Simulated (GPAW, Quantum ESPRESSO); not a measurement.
The B K edge of atom 2 in MgB2 (P6/mmm), with 3 B at 1.78 Å (trigonal planar, site symmetry -6m2), was computed in 2 ways: excited-electron core hole (neutral cell) and no core hole. Program and functional: Quantum ESPRESSO XSpectra, PBE, Lorentzian half width 0.3 eV up to 4 eV, rising linearly to 2.5 eV at 25 eV; cells of 3 and 18 atoms (the run without a hole in the smaller).

Each run is counted from its own lowest empty level or Fermi level and scaled to a mean of 1 over its first 20 eV.

| E (eV) | run 1 | run 2 |
| --- | --- | --- |
| -2.0 | 0.03 | 0.03 |
| -1.4 | 0.04 | 0.04 |
| -0.8 | 0.06 | 0.07 |
| -0.2 | 0.16 | 0.21 |
| 0.4 | 0.37 | 0.51 |
| 1.0 | 0.35 | 0.31 |
| 1.6 | 0.46 | 0.29 |
| 2.2 | 0.51 | 0.37 |
| 2.8 | 0.52 | 0.38 |
| 3.4 | 0.56 | 0.43 |
| 4.0 | 0.57 | 0.41 |
| 4.6 | 0.82 | 0.46 |
| 5.2 | 1.27 | 0.58 |
| 5.8 | 1.44 | 0.78 |
| 6.4 | 1.39 | 0.95 |
| 7.0 | 1.30 | 1.00 |
| 7.6 | 1.25 | 1.00 |
| 8.2 | 1.32 | 1.05 |
| 8.8 | 1.32 | 1.06 |
| 9.4 | 1.35 | 1.05 |
| 10.0 | 1.40 | 1.09 |
| 10.6 | 1.39 | 1.17 |
| 11.2 | 1.33 | 1.19 |
| 11.8 | 1.31 | 1.21 |
| 12.4 | 1.32 | 1.26 |
| 13.0 | 1.29 | 1.32 |
| 13.6 | 1.22 | 1.34 |
| 14.2 | 1.14 | 1.36 |
| 14.8 | 1.10 | 1.41 |
| 15.4 | 1.09 | 1.47 |
| 16.0 | 1.05 | 1.53 |
| 16.6 | 0.98 | 1.56 |
| 17.2 | 0.90 | 1.53 |
| 17.8 | 0.82 | 1.45 |
| 18.4 | 0.75 | 1.33 |
| 19.0 | 0.69 | 1.21 |
| 19.6 | 0.67 | 1.12 |
| 20.2 | 0.66 | 1.07 |
| 20.8 | 0.66 | 1.04 |
| 21.4 | 0.64 | 1.02 |
| 22.0 | 0.62 | 1.00 |
| 22.6 | 0.59 | 0.97 |
| 23.2 | 0.56 | 0.93 |
| 23.8 | 0.53 | 0.87 |
| 24.4 | 0.51 | 0.82 |
| 25.0 | 0.49 | 0.77 |
| 25.6 | 0.47 | 0.73 |
| 26.2 | 0.47 | 0.69 |
| 26.8 | 0.47 | 0.68 |
| 27.4 | 0.47 | 0.67 |
| 28.0 | 0.48 | 0.67 |
| 28.6 | 0.49 | 0.68 |
| 29.2 | 0.50 | 0.69 |
| 29.8 | 0.50 | 0.69 |
| 30.4 | 0.50 | 0.69 |
| 31.0 | 0.49 | 0.69 |
| 31.6 | 0.48 | 0.67 |

**Question.** Which run is which?

Run 1: excited-electron core hole (neutral cell) (area from −2 to 6 eV 4.1, main maxima 0.5 eV (0.40), 2.0 eV (0.53), 3.2 eV (0.58), 6.0 eV (1.45) and 10.2 eV (1.40)). Run 2: no core hole (area from −2 to 6 eV 2.8, main maxima 0.4 eV (0.51), 2.0 eV (0.41), 3.2 eV (0.44) and 16.7 eV (1.56)). With each curve scaled to its own mean, the area from −2 to 6 eV with the hole is 4.1 against 2.8, and the centre of weight from −1 to 20 eV moves by -1.5 eV: the hole pulls the absorber's empty states down.

[Hosts, paths, dates, database ids (printed as entryN), source tags and the programs' standing remarks are cut or masked in the printed files.]

[Lists of maxima count a maximum above −3 eV only where it reaches 4 % of the highest in the window and stands out from its surroundings by 2 % of it (1.5 % where it reaches 55 %); shoulders and weaker maxima are passed over, and of the rest the first, up to two pre-edge ones and the few strongest are named.]
